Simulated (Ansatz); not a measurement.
In doubt: one-shot GW on d or f shells is unsure, so the values of those runs are not to be relied on.

G0W0 rungs for FeAs2 (Lollingite).

```xyz
6
Lattice="5.3012 0.0000 0.0000 0.0000 5.9858 0.0000 0.0000 0.0000 2.8822" Properties=species:S:1:pos:R:3 pbc="T T T"
Fe    0.0000    0.0000    0.0000
Fe    2.6506    2.9929    1.4411
As    0.9346    2.1693    0.0000
As    4.3666    3.8165    0.0000
As    3.5852    0.8236    1.4411
As    1.7160    5.1622    1.4411
```

The cell and positions come from the Crystallography Open Database and are kept as given unless a step says otherwise. PAW set soft_2, made with PBE.

Runs so far (Ansatz 0.2.0, start LDA, default PAW files, 4×4×6 mesh). Times are wall times on 1 × NVIDIA H100 80GB HBM3 (shared by 6 runs) with 3 threads of AMD EPYC 7R13 (Zen 3), shared host, good to a factor of about two.

```
bands summed  cutoff (eV)  gap on the mesh (eV)     time
         165           69                 0.507     47 s
         382          138                 0.361  2.6 min
```

Q: What should the next rung give, with 770 bands and screening to 230 eV, and where is the limit?

The error falls about as one over the bands when the cutoff rises with them. A line through the two highest rungs given predicts 0.305 eV; the run gave 0.344 eV, a miss of 0.039 eV, so the law fails here: the steps don't follow it yet. The two highest rungs put the limit near 0.327 eV, the pair below near 0.250 eV; neither can be trusted until a further rung is run.

Gaps are over the mesh's points; an edge off the mesh would be missed. Limits: not at the basis limit; mesh may overstate the screening; no spin polarisation; d states lean on the start; no spin-orbit coupling; coarse k mesh.

[Paths, hosts, dates, memory and timing lines, banners, echoed tables and standing remarks are left out of the program output.]

[Logs are printed without paths, hosts, clocks, repeated set-up lines and the standing remarks that a program may print on its own settings, such as how far it seeks lower states.]

[Runs of the session that timed out or met a known fault of the program may be left out.]

[Cells called generated may have been cut or substituted from an entry of the Crystallography Open Database or the Materials Project.]

[Hosts, paths, dates, database ids (printed as entryN), source tags and the programs' standing remarks are cut or masked in the printed files.]
